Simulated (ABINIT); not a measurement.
An input for ABINIT 10.8.3 (Te (P3_121)):

```
acell 3*1.0 Angstrom
rprim 
  4.457199999972 0.000000000006 0.000000000000
  -2.228599999992 3.860048429721 0.000000000000
  0.000000000000 0.000000000000 5.929000000000
ntypat 1
znucl 52
natom 3
typat 1 1 1
xred 
  0.263300000000 0.000000000000 0.333333333333
  0.000000000000 0.263300000000 0.666666666667
  0.736700000000 0.736700000000 -0.000000000000
pp_dirpath "pseudos"
pseudos "Te.upf"
ecut 39
ngkpt 3 3 2
nshiftk 1
shiftk 0 0 0
kptopt 1
chksymbreak 0
istwfk *1
occopt 1
irdwfk 1
optdriver 3
nband 99
ecuteps 4
inclvkb 2
awtr 1
symchi 1
indata_prefix "in"
outdata_prefix "out"
tmpdata_prefix "tmp"
```

```sh
OMP_NUM_THREADS=1 mpirun -n 4 abinit run.abi > log
```

Q: Estimate wall time and host memory on 4 MPI ranks of AMD EPYC 9R45, shared host.

It took 22 s; on shared hardware allow 11 s to 44 s. Peak host memory was 1.2 GiB.

[Paths, hosts, dates, memory and timing lines, banners, echoed tables and standing remarks are left out of the program output.]

[Logs are printed without paths, hosts, clocks, repeated set-up lines and the standing remarks that a program may print on its own settings, such as how far it seeks lower states.]

[Runs of the session that timed out or met a known fault of the program may be left out.]

[Hosts, paths, dates, database ids (printed as entryN), source tags and the programs' standing remarks are cut or masked in the printed files.]

[G0W0 gaps are taken among the corrected bands and points alone; a level outside them can change the order at an edge.]

[Where Ansatz stands beside ABINIT at settings called matched, ABINIT's density can come from a denser mesh and the files from another edition; pairs whose starting gaps differed by over 0.03 eV were left out, so agreement reads better than it is.]
